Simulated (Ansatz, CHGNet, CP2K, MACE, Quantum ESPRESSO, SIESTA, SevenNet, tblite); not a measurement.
# CP2K runs on Na+ TFSI- in propylene carbonate and ethylene carbonate at 330 K (114 atoms), part 3 of 3

Wanted: CP2K inputs and outputs for Na+ TFSI- in propylene carbonate and ethylene carbonate at 330 K (114 atoms), checked against a plane-wave reference.

Program: CP2K 2026.2; the method stands at each step. Banners, paths, timers and routine set-up lines are dropped from the logs unmarked, and long logs keep their key lines alone; longer cuts are marked.

So far. Step 4 (PBE, SZV-MOLOPT-SR, 800/50 Ry, TRS4 filter 1e-03, SCF …): Against the first run (7.7 %), the force difference from the reference is 136 %, at 0.25 times the CPU time (on 2 against 4 cores) (8 SCF steps against 19). Step 5 (PBE, DZVP-MOLOPT-SR, 400/50 Ry, diagonalisation): Against the first run (7.7 %), the force difference from the reference is 9.1 %, at 0.60 times the CPU time (on 2 against 4 cores): the grid matters here.

## Step 6: PBE+D3(BJ), DZVP-MOLOPT-SR, 800/50 Ry, diagonalisation

Method: Kohn-Sham DFT, PBE+D3(BJ), GTH-PBE pseudopotentials, Gaussian and plane waves, DZVP-MOLOPT-SR-GTH, diagonalisation.

input.inp reads:

```
&GLOBAL
  PROJECT cell
  RUN_TYPE ENERGY_FORCE
  PRINT_LEVEL LOW
&END GLOBAL
&FORCE_EVAL
  METHOD QS
  STRESS_TENSOR ANALYTICAL
  &DFT
    BASIS_SET_FILE_NAME BASIS_MOLOPT
    POTENTIAL_FILE_NAME GTH_POTENTIALS
    &MGRID
      CUTOFF 800
      REL_CUTOFF 50
      NGRIDS 5
    &END MGRID
    &QS
      EPS_DEFAULT 1.0E-12
    &END QS
    &SCF
      SCF_GUESS ATOMIC
      EPS_SCF 1.0E-06
      MAX_SCF 200
      ADDED_MOS 14
      &DIAGONALIZATION
        ALGORITHM STANDARD
      &END DIAGONALIZATION
      &SMEAR ON
        METHOD FERMI_DIRAC
        ELECTRONIC_TEMPERATURE [K] 580
      &END SMEAR
      &MIXING
        METHOD BROYDEN_MIXING
        ALPHA 0.3
        NBROYDEN 8
      &END MIXING
      &PRINT
        &RESTART OFF
        &END RESTART
      &END PRINT
    &END SCF
    &XC
      &XC_FUNCTIONAL PBE
      &END XC_FUNCTIONAL
      &VDW_POTENTIAL
        POTENTIAL_TYPE PAIR_POTENTIAL
        &PAIR_POTENTIAL
          TYPE DFTD3(BJ)
          PARAMETER_FILE_NAME dftd3.dat
          REFERENCE_FUNCTIONAL PBE
        &END PAIR_POTENTIAL
      &END VDW_POTENTIAL
    &END XC
    &PRINT
      &MULLIKEN ON
      &END MULLIKEN
      &LOWDIN ON
      &END LOWDIN
      &MO ON
        EIGENVALUES T
        OCCUPATION_NUMBERS T
        MO_INDEX_RANGE 220 243
        &EACH
          QS_SCF 0
        &END EACH
        ADD_LAST NUMERIC
      &END MO
    &END PRINT
  &END DFT
  &SUBSYS
    &CELL
      A 11.21847 0.00000 0.00000
      B 0.00000 11.21847 0.00000
      C 0.00000 0.00000 11.21847
    &END CELL
    &COORD
      SCALED
[... 114 atom lines left out: the same atoms as in the first run ...]
    &END COORD
    &KIND N
      BASIS_SET DZVP-MOLOPT-SR-GTH-q5
      POTENTIAL GTH-PBE-q5
    &END KIND
    &KIND S
      BASIS_SET DZVP-MOLOPT-SR-GTH-q6
      POTENTIAL GTH-PBE-q6
    &END KIND
    &KIND O
      BASIS_SET DZVP-MOLOPT-SR-GTH-q6
      POTENTIAL GTH-PBE-q6
    &END KIND
    &KIND C
      BASIS_SET DZVP-MOLOPT-SR-GTH-q4
      POTENTIAL GTH-PBE-q4
    &END KIND
    &KIND F
      BASIS_SET DZVP-MOLOPT-SR-GTH-q7
      POTENTIAL GTH-PBE-q7
    &END KIND
    &KIND H
      BASIS_SET DZVP-MOLOPT-SR-GTH-q1
      POTENTIAL GTH-PBE-q1
    &END KIND
    &KIND Na
      BASIS_SET DZVP-MOLOPT-SR-GTH-q9
      POTENTIAL GTH-PBE-q9
    &END KIND
  &END SUBSYS
  &PRINT
    &FORCES ON
    &END FORCES
    &STRESS_TENSOR ON
    &END STRESS_TENSOR
  &END PRINT
&END FORCE_EVAL
```

Started as:

```sh
$ OMP_NUM_THREADS=1 mpirun -np 4 cp2k.psmp -i input.inp > output.txt
```

Numbers of over 12 decimals in the logs are rounded to 6 here.

What it wrote:

```text
CP2K| version string:                                       CP2K version 2026.2
 CP2K| Input file name                                                 input.inp
 GLOBAL| Basis set file name                                        BASIS_MOLOPT
 GLOBAL| Potential file name                                      GTH_POTENTIALS
 GLOBAL| Run type                                                   ENERGY_FORCE
 GLOBAL| Total number of message passing processes                             4
 GLOBAL| Number of threads for this process                                    1
[... lines left out ...]
                        Smear method:                                FERMI_DIRAC
[... lines left out ...]
 Number of electrons:                                                        462
[... lines left out ...]
  Step     Update method      Time    Convergence         Total energy    Change
[... lines left out ...]
  *** SCF run converged in    19 steps ***
[... lines left out ...]
  Fermi energy:                                                 0.052662
  Total energy:                                             -1097.985377
  Total energy (extrapolated to T->0):                      -1097.985377
[... lines left out ...]
 MO| E(Fermi):            0.052662 a.u.          1.433016 eV
[... lines left out ...]
     113     Na       7          8.478406                              0.521594
     114     Na       7          8.391011                              0.608989
 # Total charge                            462.000000                 -0.000000
 ENERGY| Total FORCE_EVAL ( QS ) energy [hartree]          -1097.985382
 FORCES| Atomic forces [hartree/bohr]
 FORCES|   Atom     x               y               z               |f|
 FORCES|      1  2.69036068E-02  9.42967765E-03 -6.80204619E-03   2.93085434E-02
 FORCES|      2 -1.43714965E-01 -1.28503218E-01  1.53548869E-03   1.92793739E-01
 FORCES|      3  1.95908493E-01  2.92838363E-02  6.25418940E-02   2.07723781E-01
[...]
FORCES|    113 -6.01864017E-03  1.66863141E-03 -2.01250314E-03   6.56189981E-03
 FORCES|    114 -9.25408000E-03  8.09754912E-03  8.25420300E-03   1.48101373E-02
 FORCES| Sum    -2.16013100E-02  1.29062072E-02  2.25818594E-04
 FORCES| Total atomic force                                       2.51642162E-02
 STRESS| Analytical stress tensor [bar]
 STRESS|                        x                   y                   z
 STRESS|      x        7.91316079310E+04  -1.14279503920E+04  -4.92874999741E+03
 STRESS|      y       -1.14279503920E+04   5.91094016927E+04  -1.00460432662E+03
 STRESS|      z       -4.92874999741E+03  -1.00460432662E+03   5.12200597431E+04
 STRESS| 1/3 Trace                                             6.31536897889E+04
```

Wall time 86 s (4 MPI ranks of Arm Neoverse V2, shared host); peak memory 6.4 GiB; 5.7 min of CPU time.

Compared with the plane-wave run:

- r.m.s. force component: 3.178 eV/Å
- r.m.s. difference of force components: 237.2 meV/Å
- longest difference of force vectors: 1314 meV/Å
- force difference over r.m.s. force: 7.815 %
- slope of forces against the reference's: 1.045
- correlation of force components: 0.9981
- gap (highest filled to lowest empty level): 3.773 eV
- gap difference: -0.0035 eV
- pressure: 6.315 GPa
- pressure difference: 0.3074 GPa

Against the first run (7.7 %), the force difference from the reference is 7.8 %, at 1.00 times the CPU time; the model has changed, so this is no error of the program alone.

The forces add up to 1.3 eV/Å instead of zero, usually a sign of too coarse a grid.

## Step 7: Side by side

Differences are against the plane-wave reference, forces as r.m.s. over components; share is that over the reference's r.m.s. force, slope the least-squares factor from reference forces to these. Total energies of different programs have different zeros and aren't compared.

```
                                                                      run  Δ force, r.m.s. (meV/Å)  share (%)  slope  Δ pressure (GPa)  Δ gap (eV)  cores  CPU time  memory (GiB)
                                                                reference                        -          -      -                 -           -      8      64 s           1.8
                     CP2K PBE, DZVP-MOLOPT-SR, 800/50 Ry, diagonalisation                      235       7.73  1.044             0.978     -0.0035      4   5.7 min           6.3
             CP2K PBE, SZV-MOLOPT-SR, 800/50 Ry, diagonalisation (coarse)                     4060        134  1.785              24.3       -1.48      2   4.2 min           4.8
CP2K PBE, SZV-MOLOPT-SR, 800/50 Ry, TRS4 filter 1e-03, SCF 1e-04 (coarse)                     4125        136  1.786              24.8           -      2      85 s           2.6
            CP2K PBE, DZVP-MOLOPT-SR, 400/50 Ry, diagonalisation (coarse)                      277       9.12  1.040             0.974     -0.0054      2   3.4 min           1.9
              CP2K PBE+D3(BJ), DZVP-MOLOPT-SR, 800/50 Ry, diagonalisation                      237       7.81  1.045             0.307     -0.0035      4   5.7 min           6.4
```

Rows marked coarse were listed beforehand as settings not expected to be converged; some can still land near the reference.

CPU time is summed over cores on a shared host, where runs went side by side, so it is rough. Symmetry, cutoffs, thresholds, outputs and thread counts weren't matched or tuned between programs; memory under MPI is the largest rank's times the ranks.

Mean charges by element (e), by run and scheme:

```
                                                        run    scheme      N      S      O      C      F      H
                                                  reference    Löwdin  -0.85  +2.24  -0.43  +0.19  -0.21  +0.20
       CP2K PBE, DZVP-MOLOPT-SR, 800/50 Ry, diagonalisation  Mulliken  -0.47  +0.58  -0.21  +0.05  -0.10  +0.09
CP2K PBE+D3(BJ), DZVP-MOLOPT-SR, 800/50 Ry, diagonalisation  Mulliken  -0.47  +0.58  -0.21  +0.05  -0.10  +0.09
```

The reference's Löwdin charges lack the electrons that the projection spills, 0.057 e an atom on average.

Within one program, basis, potentials and functional, energies share a zero. Each run against its twin at the usual cutoff or grid and solver:

```
                                                             run                                        twin  Δ energy (meV/atom)  Δ force, r.m.s. (meV/Å)         CPU time over the twin's
CP2K PBE, SZV-MOLOPT-SR, 800/50 Ry, TRS4 filter 1e-03, SCF 1e-04   SZV-MOLOPT-SR, 800/50 Ry, diagonalisation                 85.6                      913                             0.34
            CP2K PBE, DZVP-MOLOPT-SR, 400/50 Ry, diagonalisation  DZVP-MOLOPT-SR, 800/50 Ry, diagonalisation                -2.80                      185  0.60 (this twin ran on 4 cores)
```

Further runs of this program without a result: CP2K GFN1-xTB, diagonalisation (not converged); CP2K PBE, SZV-MOLOPT-SR, 800/50 Ry, TRS4 filter 1e-04, SCF 1e-05 (not converged); CP2K PBE, SZV-MOLOPT-SR, 800/50 Ry, TRS4 filter 1e-06, SCF 1e-06 (not converged).

## Step 8: Outcome

- nearest in forces: CP2K PBE, DZVP-MOLOPT-SR, 800/50 Ry, diagonalisation, 7.7 %
- its CPU time: 5.7 min

**Reading.** The PBE run in local orbitals, coarse settings apart, differs by 7.7 % (CP2K PBE, DZVP-MOLOPT-SR, 800/50 Ry, diagonalisation); basis, grid and potentials can all enter. Rows with another functional or a dispersion term differ by 7.8 % (CP2K PBE+D3(BJ), DZVP-MOLOPT-SR, 800/50 Ry, diagonalisation), which mixes the change of model with differences of basis and potentials. Runs with settings chosen to be coarse differ by 9.1 % (CP2K PBE, DZVP-MOLOPT-SR, 400/50 Ry, diagonalisation) to 136 % (CP2K PBE, SZV-MOLOPT-SR, 800/50 Ry, TRS4 filter 1e-03, SCF 1e-04), their programs' other errors included. None of the electronic-structure runs in the table takes under half the reference's CPU time of 64 s; they take 1.3 to 5.4 times as much. At the same functional, gaps differ from the reference's 3.78 eV by between -1.48 and -0.00 eV. In pressure, CP2K PBE, SZV-MOLOPT-SR, 800/50 Ry, TRS4 filter 1e-03, SCF 1e-04 misses by +24.8 GPa, at the same functional. Charges hang on scheme and program or settings: among these rows the mean for S runs from +0.58 to +2.24 e. Forces of 3.0 eV/Å r.m.s. are well above thermal ones: they come largely from the bond lengths of the classical model and from the random displacements, and they dominate the comparison. The network of contacts between molecules at the start is that of the classical potential that made the cell, and needn't be the one that DFT or experiment would give. The reference's PBE has no dispersion term, which matters for the binding between molecules or layers. The electronic-structure runs sample only Γ, in a cell whose shortest periodic width is 11 Å.

[Also dropped from logs without a mark: logging warnings of Python, and SIESTA's first energy breakdown and zero terms.]

[Logs are printed without paths, hosts, clocks, repeated set-up lines and the standing remarks that a program may print on its own settings, such as how far it seeks lower states.]

[Hosts, paths, dates, database ids (printed as entryN), source tags and the programs' standing remarks are cut or masked in the printed files.]
